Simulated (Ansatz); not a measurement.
## Nb2BC: relaxing a made-up structure

Starting from a made-up structure for Nb2BC, the aim is the relaxed cell, its shortest contacts and, where a second run follows, its electronic structure.

Calculated with Ansatz 0.2.0; DFT, PBEsol, plane-wave PAW, files of the set soft_1, scalar-relativistic, no spin, cell and ions relaxed at zero pressure; PAW set soft_1, in the first sound run; inputs show where later runs differ.

## 1. The structure

It takes space group P6_3/mmc (No. 194, hexagonal). Conventional cell: a = 2.949 Å, b = 2.949 Å, c = 12.591 Å, α = 90.00°, β = 90.00°, γ = 120.00°. Nearest to Nb lie 3 C at 2.06 Å and 3 B at 2.62 Å. Nearest to C lie 6 Nb at 2.06 Å. Nearest to B lie 6 Nb at 2.62 Å. Farther neighbours are not listed.

## 2. Relaxing cell and atoms

The guessed cell has no reason to be at equilibrium. It is relaxed with the atoms, within the space group of the guess.

File input.yaml:

```yaml
crystal:
  lattice:
    - [2.949, 0.0, 0.0]
    - [-1.4745, 2.553908916, 0.0]
    - [0.0, 0.0, 12.591]
  atoms:
    - { symbol: Nb, position: [0.666666667, 0.333333333, 0.5914] }
    - { symbol: Nb, position: [0.333333333, 0.666666667, 0.4086] }
    - { symbol: Nb, position: [0.333333333, 0.666666667, 0.0914] }
    - { symbol: Nb, position: [0.666666667, 0.333333333, 0.9086] }
    - { symbol: C, position: [0.0, 0.0, 0.5] }
    - { symbol: C, position: [0.0, 0.0, 0.0] }
    - { symbol: B, position: [0.333333333, 0.666666667, 0.75] }
    - { symbol: B, position: [0.666666667, 0.333333333, 0.25] }
kpoints:
  mp_grid: { grid: [10, 10, 2] }
scf:
  occupations: { method: fermi_dirac, width: 0.05 }
hamiltonian:
  xc: pbesol
  pseudopotentials: { kind: paw, azcp: { folder: soft_1 }, xc_functional: pbe }
relax:
  f_tol: 0.015
  max_steps: 70
  cell: {}
output:
  forces: true
  stress: true
```

Run with:

```sh
$ ansatz run input.yaml --threads 4 --pin off --max-ram 10240MiB --backend cpu --events-out ev --progress --plain --runs-dir out
```

Numbers of over 12 decimals in the logs are rounded to 6 here.

The program printed:

```text
Engine: ansatz 0.2.0, aarch64-unknown-linux-gnu
Pseudopotentials: kind: paw
Pseudopotential: Nb, paw, valence charge 13, recommended cutoff 420 eV (normal), soft_1/Nb.paw.azcp
Pseudopotential: C, paw, valence charge 4, recommended cutoff 420 eV (normal), soft_1/C.paw.azcp
Pseudopotential: B, paw, valence charge 3, recommended cutoff 420 eV (normal), soft_1/B.paw.azcp
Functional definition: PBEsol
  exchange = pbesol_x
  correlation = pbesol_c
Crystal: 8 atoms, lattice volume = 94.829 Å³
Basis set: ecut = 420 eV, 1831 PW (Γ), exchange–correlation on 40×40×180 points (8 copies of the dense FFT grid, shifted against one another)
Bands: 41, of which v1, the nominal top of the filled ones, is band 33 counted from 1 (32 counted from 0)
Symmetry: 24 space group operations
Space group: P63/mmc (ITA 194), of the structure as read, at distance tolerance 4.6e-5 Å
k-points: 28 of 200
Non-local potential: Nb, projectors of the file, l = 0: 3, l = 1: 2, l = 2: 2, l = 3: 1
Non-local potential: C, projectors of the file, l = 0: 2, l = 1: 2, l = 2: 1
Non-local potential: B, projectors of the file, l = 0: 2, l = 1: 2, l = 2: 1
PAW form: soft (Blöchl's): semilocal exchange-correlation on the pseudo side does not see the compensation charge
PAW frozen core: Nb, regenerated for the run's functional, and the local potential with it (the file was generated under x = pbe(κ = 0.804, μ = 0.219515), c = pbe(β = 0.066725))
PAW frozen core: C, regenerated for the run's functional, and the local potential with it (the file was generated under x = pbe(κ = 0.804, μ = 0.219515), c = pbe(β = 0.066725))
PAW frozen core: B, regenerated for the run's functional, and the local potential with it (the file was generated under x = pbe(κ = 0.804, μ = 0.219515), c = pbe(β = 0.066725))
PAW one-centre angular grid: Nb, 590 points (default); XC on 64 Gauss nodes
PAW one-centre angular grid: C, 110 points (default); XC on 64 Gauss nodes
PAW one-centre angular grid: B, 110 points (default); XC on 64 Gauss nodes
Initial density: superposition of atomic densities (chi_scale 0.1, normalization cell, long waves kept (reshape's long-wave potential 0.07 eV rms))
Initial wavefunctions: pseudopotential atomic-orbital guess
Functional: x = pbesol(κ = 0.804, μ = 0.123457), c = pbesol(β = 0.046)
SCF iter   1: F=—  HF=-18786.984412 eV  |F-HF|=—  |Δ(HF+E_count)|=         —  Δρ=1.30e-1  dr2=2.30e1  ethr=3.10e-3  ⟨swp⟩=5.9  Hψ=4599  notcnv=0
preconditioner: auto → Kerker (q_TF=auto, 2.568 Å⁻¹)  [metal: Δε(μ)=0.048 eV  Ē_g=7.862 eV  σ=0.050 eV  W_gap=0.23  n_scr=28 (ndim 8)  ℏωp=22.2 eV  f_vac=0.000  D(μ)=3.22/eV (n_scr^D=14)]
SCF iter   2: F=—  HF=-18781.287527 eV  |F-HF|=—  |Δ(HF+E_count)|=    5.70e0  Δρ=4.45e-2  dr2=2.42e0  ethr=3.10e-3  ⟨swp⟩=3.6  Hψ=2854  notcnv=0  defer=38
SCF iter   3: F=—  HF=-18780.727599 eV  |F-HF|=—  |Δ(HF+E_count)|=   5.60e-1  Δρ=1.76e-2  dr2=2.91e-1  ethr=3.10e-3  ⟨swp⟩=2.4  Hψ=2054  notcnv=0  defer=29
SCF iter   4: F=—  HF=-18780.675281 eV  |F-HF|=—  |Δ(HF+E_count)|=   5.23e-2  Δρ=2.10e-3  dr2=7.47e-3  ethr=4.41e-4  ⟨swp⟩=2.3  Hψ=1731  notcnv=0  defer=29
SCF iter   5: F=—  HF=-18780.674307 eV  |F-HF|=—  |Δ(HF+E_count)|=   9.74e-4  Δρ=5.70e-4  dr2=4.85e-4  ethr=1.13e-5  ⟨swp⟩=2.0  Hψ=1668  notcnv=0  defer=29
SCF iter   6: F=—  HF=-18780.674218 eV  |F-HF|=—  |Δ(HF+E_count)|=   8.81e-5  Δρ=1.90e-4  dr2=4.78e-5  ethr=7.35e-7  ⟨swp⟩=2.0  Hψ=1405  notcnv=0  defer=29
SCF iter   7: F=—  HF=-18780.674212 eV  |F-HF|=—  |Δ(HF+E_count)|=   6.46e-6  Δρ=2.77e-5  dr2=8.80e-7  ethr=7.23e-8  ⟨swp⟩=2.0  Hψ=1619  notcnv=0  defer=29
SCF iter   8: F=-18780.674212 eV  HF=-18780.674212 eV  |F-HF|=1.63e-8  |Δ(HF+E_count)|=   6.04e-8  Δρ=6.63e-6  dr2=3.94e-8  ethr=1.52e-10  ⟨swp⟩=5.0  Hψ=3911  notcnv=0
SCF 1 converged in 8 iterations: F = -18780.674212 eV  dr2 = 3.94e-8
  greatest PAW one-centre occupation: 0.998 electrons in one spin orbital (limit 2), on the Nb atom at site 3 (counted from 0), in its partial waves of l = 0
relax step   1: F+E_penalty+E_count = -18780.67421182 eV  Δ(F+E_penalty+E_count) = +0.000e0 eV  max|allowed force component| = 5.401e0 eV/Å  Δτ_max = 0.0000 Å  P = +23.338 GPa  Ω = 94.829 Å³  (8 SCF iters, dr2 threshold 1.00e-7 eV, accepted)
Crystal: 8 atoms, lattice volume = 95.392 Å³
Basis set: ecut = 420 eV, 1841 PW (Γ), exchange–correlation on 40×40×180 points (8 copies of the dense FFT grid, shifted against one another)
Initial density: handed on by an earlier stage of this run
Initial wavefunctions: those handed on with the density
SCF iter   1: F=—  HF=-18784.567603 eV  |F-HF|=—  |Δ(HF+E_count)|=         —  Δρ=4.68e-2  dr2=7.17e0  ethr=3.10e-3  ⟨swp⟩=9.2  Hψ=5533  notcnv=0  defer=2
preconditioner: auto → Kerker (q_TF=auto, 2.566 Å⁻¹)  [metal: Δε(μ)=0.011 eV  Ē_g=6.643 eV  σ=0.050 eV  W_gap=0.05  n_scr=26 (ndim 8)  ℏωp=22.2 eV  f_vac=0.000  D(μ)=4.44/eV (n_scr^D=52)]
SCF iter   2: F=—  HF=-18783.688137 eV  |F-HF|=—  |Δ(HF+E_count)|=   8.79e-1  Δρ=1.71e-2  dr2=1.10e0  ethr=3.10e-3  ⟨swp⟩=2.2  Hψ=1870  notcnv=0  defer=42
SCF iter   3: F=—  HF=-18783.536885 eV  |F-HF|=—  |Δ(HF+E_count)|=   1.51e-1  Δρ=4.85e-3  dr2=4.04e-2  ethr=1.66e-3  ⟨swp⟩=2.1  Hψ=1559  notcnv=0  defer=45
SCF iter   4: F=—  HF=-18783.526004 eV  |F-HF|=—  |Δ(HF+E_count)|=   1.09e-2  Δρ=1.02e-3  dr2=1.49e-3  ethr=6.12e-5  ⟨swp⟩=2.2  Hψ=1883  notcnv=0  defer=41
SCF iter   5: F=—  HF=-18783.525639 eV  |F-HF|=—  |Δ(HF+E_count)|=   3.66e-4  Δρ=3.23e-4  dr2=1.06e-4  ethr=2.26e-6  ⟨swp⟩=2.0  Hψ=1588  notcnv=0  defer=41
SCF iter   6: F=—  HF=-18783.525605 eV  |F-HF|=—  |Δ(HF+E_count)|=   3.42e-5  Δρ=8.47e-5  dr2=5.31e-6  ethr=1.61e-7  ⟨swp⟩=2.0  Hψ=1568  notcnv=0  defer=41
SCF iter   7: F=-18783.525604 eV  HF=-18783.525605 eV  |F-HF|=9.25e-8  |Δ(HF+E_count)|=   1.20e-7  Δρ=1.61e-5  dr2=2.86e-7  ethr=1.21e-9  ⟨swp⟩=4.2  Hψ=3617  notcnv=0
SCF 2 converged in 7 iterations: F = -18783.525604 eV  dr2 = 2.86e-7
relax step   2: F+E_penalty+E_count = -18783.52560441 eV  Δ(F+E_penalty+E_count) = -2.851e0 eV  max|allowed force component| = 1.198e0 eV/Å  Δτ_max = 0.1671 Å  P = +2.948 GPa  Ω = 95.392 Å³  energy of the carried Pulay correction = -3.568e-4 eV  (7 SCF iters, dr2 threshold 8.00e-7 eV, accepted)
Crystal: 8 atoms, lattice volume = 94.763 Å³
Basis set: ecut = 420 eV, 1861 PW (Γ), exchange–correlation on 40×40×180 points (8 copies of the dense FFT grid, shifted against one another)
iter 1 solved again at ethr=1.19e-3 eV; its pass at ethr=3.10e-3 eV (dr2=7.87e-1 eV) is discarded
SCF iter   1: F=—  HF=-18784.292011 eV  |F-HF|=—  |Δ(HF+E_count)|=         —  Δρ=1.75e-2  dr2=7.88e-1  ethr=1.19e-3  ⟨swp⟩=1.2  Hψ=6672  notcnv=0
[...]
SCF 3 converged in 6 iterations: F = -18784.155229 eV  dr2 = 2.41e-7
relax step   3: F+E_penalty+E_count = -18784.15522900 eV  Δ(F+E_penalty+E_count) = -6.296e-1 eV  max|allowed force component| = 9.075e-1 eV/Å  Δτ_max = 0.0425 Å  P = +2.422 GPa  Ω = 94.763 Å³  energy of the carried Pulay correction = +4.197e-5 eV  (6 SCF iters, dr2 threshold 8.00e-7 eV, accepted)
[...]
relax step   4: F+E_penalty+E_count = -18784.20401191 eV  Δ(F+E_penalty+E_count) = -4.878e-2 eV  max|allowed force component| = 4.939e-1 eV/Å  Δτ_max = 0.0679 Å  P = +5.388 GPa  Ω = 93.306 Å³  energy of the carried Pulay correction = +9.759e-4 eV  (7 SCF iters, dr2 threshold 8.00e-7 eV, accepted)
[...]
relax step   5: F+E_penalty+E_count = -18784.31826982 eV  Δ(F+E_penalty+E_count) = -1.143e-1 eV  max|allowed force component| = 2.358e-1 eV/Å  Δτ_max = 0.0332 Å  P = -0.095 GPa  Ω = 95.215 Å³  energy of the carried Pulay correction = -2.450e-4 eV  (6 SCF iters, dr2 threshold 8.00e-7 eV, accepted)
[...]
relax step   6: F+E_penalty+E_count = -18784.32320735 eV  Δ(F+E_penalty+E_count) = -4.938e-3 eV  max|allowed force component| = 6.144e-2 eV/Å  Δτ_max = 0.0130 Å  P = +0.180 GPa  Ω = 94.998 Å³  energy of the carried Pulay correction = -1.072e-4 eV  (6 SCF iters, dr2 threshold 8.00e-7 eV, accepted)
[...]
relax step   7: F+E_penalty+E_count = -18784.32365108 eV  Δ(F+E_penalty+E_count) = -4.437e-4 eV  max|allowed force component| = 6.046e-4 eV/Å  Δτ_max = 0.0024 Å  P = +0.014 GPa  Ω = 95.084 Å³  energy of the carried Pulay correction = -1.618e-4 eV  (6 SCF iters, dr2 threshold 3.57e-7 eV, accepted)
[...]
relax step   8: F+E_penalty+E_count = -18784.33304130 eV  Δ(F+E_penalty+E_count) = -9.390e-3 eV  max|allowed force component| = 1.239e-3 eV/Å  Δτ_max = 0.0000 Å  P = +0.125 GPa  Ω = 95.084 Å³  stress off target by 2.13e-1 GPa  SCF on the basis re-selected at this cell (its energy is not comparable with the rows above)  (6 SCF iters)
[...]
relax step   9: F+E_penalty+E_count = -18784.33307467 eV  Δ(F+E_penalty+E_count) = -3.337e-5 eV  max|allowed force component| = 3.708e-4 eV/Å  Δτ_max = 0.0001 Å  P = -0.006 GPa  Ω = 95.132 Å³  energy of the carried Pulay correction = -2.828e-5 eV  (6 SCF iters, dr2 threshold 1.13e-7 eV, accepted)
iter 1 solved again at ethr=2.51e-8 eV; its pass at ethr=3.10e-3 eV (dr2=1.66e-5 eV) is discarded
SCF iter   1: F=—  HF=-18784.333106 eV  |F-HF|=—  |Δ(HF+E_count)|=         —  Δρ=2.06e-6  dr2=5.24e-10  ethr=2.51e-8  ⟨swp⟩=3.1  Hψ=7758  notcnv=0
eigensolver tolerance schedule: the retry pair's looser diagonalisation over-reported the residual by 31636.36 of it (diagonalisation noise at 0.34 of the residual, at the tolerance the schedule requests for it); recorded, not acted on — ethr = c·dr2/N_el stays at c = 1.0e-1
preconditioner: auto → Kerker (q_TF=auto, 2.567 Å⁻¹)  [metal: Δε(μ)=0.035 eV  Ē_g=6.603 eV  σ=0.050 eV  W_gap=0.17  n_scr=26 (ndim 8)  ℏωp=22.2 eV  f_vac=0.000  D(μ)=4.47/eV (n_scr^D=52)]
SCF iter   2: F=—  HF=-18784.333108 eV  |F-HF|=—  |Δ(HF+E_count)|=   2.02e-6  Δρ=1.07e-6  dr2=1.19e-10  ethr=1.00e-12  ⟨swp⟩=3.5  Hψ=2548  notcnv=0
iter 3 did not close the SCF: its close was put off for the readings that it lacked (scf_convergence_deferred on its scf_iter line)
SCF iter   3: F=-18784.333108 eV  HF=-18784.333108 eV  |F-HF|=2.18e-11  |Δ(HF+E_count)|=  2.91e-10  Δρ=3.15e-7  dr2=1.01e-11  ethr=1.00e-12  ⟨swp⟩=1.0  Hψ=1148  notcnv=0
iter 4 did not close the SCF: its close was put off for the readings that it lacked (scf_convergence_deferred on its scf_iter line)
SCF iter   4: F=-18784.333108 eV  HF=-18784.333108 eV  |F-HF|=0.00e0  |Δ(HF+E_count)|=  2.91e-11  Δρ=1.69e-8  dr2=3.41e-13  ethr=1.00e-12  ⟨swp⟩=1.0  Hψ=1148  notcnv=0
iter 5 did not close the SCF: its close was put off for the readings that it lacked (scf_convergence_deferred on its scf_iter line)
SCF iter   5: F=-18784.333108 eV  HF=-18784.333108 eV  |F-HF|=0.00e0  |Δ(HF+E_count)|=  1.09e-11  Δρ=7.84e-9  dr2=7.55e-14  ethr=1.00e-12  ⟨swp⟩=1.0  Hψ=1148  notcnv=0
iter 6 did not close the SCF: its close was put off for the readings that it lacked (scf_convergence_deferred on its scf_iter line)
SCF iter   6: F=-18784.333108 eV  HF=-18784.333108 eV  |F-HF|=3.64e-12  |Δ(HF+E_count)|=  3.64e-12  Δρ=2.02e-9  dr2=9.91e-15  ethr=1.00e-12  ⟨swp⟩=1.0  Hψ=1148  notcnv=0
SCF iter   7: F=-18784.333108 eV  HF=-18784.333108 eV  |F-HF|=0.00e0  |Δ(HF+E_count)|=  7.28e-12  Δρ=6.25e-10  dr2=4.13e-16  ethr=1.00e-12  ⟨swp⟩=1.5  Hψ=2433  notcnv=0
SCF 10 converged in 7 iterations: F = -18784.333108 eV  dr2 = 4.13e-16
relax step  10: F+E_penalty+E_count = -18784.33310777 eV  Δ(F+E_penalty+E_count) = -3.310e-5 eV  max|allowed force component| = 3.754e-4 eV/Å  Δτ_max = 0.0000 Å  P = -0.006 GPa  Ω = 95.132 Å³  stress off target by 7.56e-3 GPa  SCF on the basis re-selected at this cell (its energy is not comparable with the rows above)  (7 SCF iters)
basis re-selected at this cell: Δ(F+E_penalty+E_count) = -3.310e-5 eV, ΔP = +0.000 GPa vs the last step (what re-selecting the basis moved, of the pressure what is left beyond the Pulay correction that the steps carried, after the strain that the cell walked since its last selection, with what the two solves' SCF thresholds leave and, on support functions, any second-order correction that the steps lacked; it is no m [...]
SCF converged after 7 iterations
Free energy (F): -18784.333108 eV
Harris-Foulkes:  -18784.333108 eV  (|F-HF|=0.00e0)
Internal energy: -18784.298891 eV  (E = F + TS)
E sigma→0 (E₀):  -18784.315999 eV
Entropy (-TS):   -0.034217 eV (-4.277 meV/atom)
Fermi energy:    16.525683 eV
--- Per-component energies (eV) ---
  E_band       = -229.076663
  E_kinetic    = 1761.120610
  E_local      = -2967.824730  (includes V_loc(G=0)·N_el)
  E_nonlocal   = 442.876420
  E_hartree    = 1012.131554
  E_xc         = -820.597254
  E_vxc        = -997.529158  (∫ρ·V_xc dr)
  E_paw        = -12444.844019  (= ΣΔE_a)
  E_vpaw       = -491.983108  (= ΣTr[D̂ρ^β])
  E_aug_tail   = 0.000195  (compensation charges beyond the density's cutoff)
  E_ewald      = -5767.988129
  E_core_change = 0.826461  (= ΣΔE_core)
  E_smearing   = -0.034217  (= −TS)
  E_closure    = -0.000000  (closes the sum)
  Σ components = -18784.333108   (vs F -18784.333108, Δ=0.00e0)
--- Forces (eV/Å), atoms counted from 1 ---
  atom   1  Nb    -0.00000000    -0.00000000    -0.00037537
  atom   2  Nb     0.00000000     0.00000000     0.00037537
  atom   3  Nb    -0.00000000     0.00000000    -0.00037537
  atom   4  Nb     0.00000000    -0.00000000     0.00037537
  atom   5  C      0.00000000     0.00000000     0.00000000
  atom   6  C      0.00000000     0.00000000     0.00000000
  atom   7  B      0.00000000     0.00000000     0.00000000
  atom   8  B      0.00000000    -0.00000000    -0.00000000
  max |Σ_I F_I| component: 3.70e-17 eV/Å
--- Stress (GPa, compression-positive) ---
       -0.004563      -0.000000      -0.000000
       -0.000000      -0.004563      -0.000000
       -0.000000      -0.000000      -0.007560
  P = ⅓ Tr σ = -0.0056 GPa (-0.056 kbar)
--- Relaxed structure (8 steps of the walk, 8 accepted, 2 SCFs on fresh bases) ---
  F+E_penalty+E_count = -18784.33310777 eV   max|allowed force component| = 3.754e-4 eV/Å   (the final SCF, on the basis selected at the relaxed cell)
  cell:  # Å, volume = 95.1320 Å³
    - [3.150646, 0, 0.0]
    - [-1.575323, 2.728540, 0.0]
    - [0.0, 0.0, 11.066147]
  atoms:
    - { symbol: Nb, position: [0.666667, 0.333333, 0.611649] }
    - { symbol: Nb, position: [0.333333, 0.666667, 0.388351] }
    - { symbol: Nb, position: [0.333333, 0.666667, 0.111649] }
    - { symbol: Nb, position: [0.666667, 0.333333, 0.888351] }
    - { symbol: C, position: [0, 0, 0.5] }
    - { symbol: C, position: [0, 0, 0] }
    - { symbol: B, position: [0.333333, 0.666667, 0.750000] }
    - { symbol: B, position: [0.666667, 0.333333, 0.25] }
```

The job ended after 22 s (4 threads of Arm Neoverse V1, shared host; peak memory 0.47 GiB; 75 s of CPU time).

Relaxation path:

| step | energy less that of the first step (eV) | largest force component (eV/Å) | pressure (GPa) | volume (Å³) |
| --- | --- | --- | --- | --- |
| 1 | 0.0000 | 5.4013 | 23.34 | 94.83 |
| 2 | -2.8514 | 1.1979 | 2.95 | 95.39 |
| 3 | -3.4810 | 0.9075 | 2.42 | 94.76 |
| 4 | -3.5298 | 0.4939 | 5.39 | 93.31 |
| 5 | -3.6441 | 0.2358 | -0.09 | 95.21 |
| 6 | -3.6490 | 0.0614 | 0.18 | 95.00 |
| 7 | -3.6494 | 0.0006 | 0.01 | 95.08 |
| 8* | -3.6588 | 0.0012 | 0.12 | 95.08 |
| 9 | -3.6589 | 0.0004 | -0.01 | 95.13 |
| 10* | -3.6589 | 0.0004 | -0.01 | 95.13 |

Relaxation steps marked * repeat the geometry before them on a plane-wave basis chosen anew for their cell, so energy and pressure can jump there.

Forces are held to the 24 operations that the run works with; a distortion that breaks them can't arise in this run.

| cell as run | before | after | change |
| --- | --- | --- | --- |
| a (Å) | 2.949 | 3.151 | +6.8 % |
| b (Å) | 2.949 | 3.151 | +6.8 % |
| c (Å) | 12.591 | 11.066 | -12.1 % |
| volume (Å³/atom) | 11.85 | 11.89 | +0.3 % |

The atoms that moved most (Å, as changes of fractional coordinates times the final cell):

| atom | dx | dy | dz | length |
| --- | --- | --- | --- | --- |
| Nb1 | 0.000 | 0.000 | 0.224 | 0.224 |
| Nb2 | 0.000 | 0.000 | -0.224 | 0.224 |
| Nb4 | 0.000 | 0.000 | -0.224 | 0.224 |
| Nb3 | 0.000 | 0.000 | 0.224 | 0.224 |

The relaxed structure:

```cif
data_structure
_symmetry_space_group_name_H-M 'P 1'
_symmetry_Int_Tables_number 1
_cell_length_a 3.1506
_cell_length_b 3.1506
_cell_length_c 11.0661
_cell_angle_alpha 90.000
_cell_angle_beta 90.000
_cell_angle_gamma 120.000
_cell_volume 95.13
loop_
_atom_site_label
_atom_site_type_symbol
_atom_site_fract_x
_atom_site_fract_y
_atom_site_fract_z
_atom_site_occupancy
Nb1 Nb 0.66667 0.33333 0.61165 1
Nb2 Nb 0.33333 0.66667 0.38835 1
Nb3 Nb 0.33333 0.66667 0.11165 1
Nb4 Nb 0.66667 0.33333 0.88835 1
C5 C 0.00000 0.00000 0.50000 1
C6 C 0.00000 0.00000 0.00000 1
B7 B 0.33333 0.66667 0.75000 1
B8 B 0.66667 0.33333 0.25000 1
```

Numbers from this step:

| Property | Result |
| --- | --- |
| free energy | -18784.3331 eV |
| energy at zero smearing | -18784.3160 eV |
| smearing term TS | 0.03422 eV |
| Fermi energy | 16.53 eV |
| electrons | 66 |
| symmetry operations | 24 |
| pressure | -0.005562 GPa |

Shortest distances by pair of elements, guess and relaxed (not always the same contact):

| pair | guess (Å) | relaxed (Å) |
| --- | --- | --- |
| C–Nb | 2.055 | 2.199 |
| B–Nb | 2.624 | 2.378 |
| Nb–Nb | 2.863 | 3.062 |
| C–C | 2.949 | 3.151 |
| B–B | 2.949 | 3.151 |

The relaxation ends with a largest force component of 3.8e-4 eV/Å and a pressure of -0.01 GPa.

(Part 1 of 2 ends here.)

[Logs are printed without paths, hosts, clocks, repeated set-up lines and the standing remarks that a program may print on its own settings, such as how far it seeks lower states.]

[Hosts, paths, dates, database ids (printed as entryN), source tags and the programs' standing remarks are cut or masked in the printed files.]
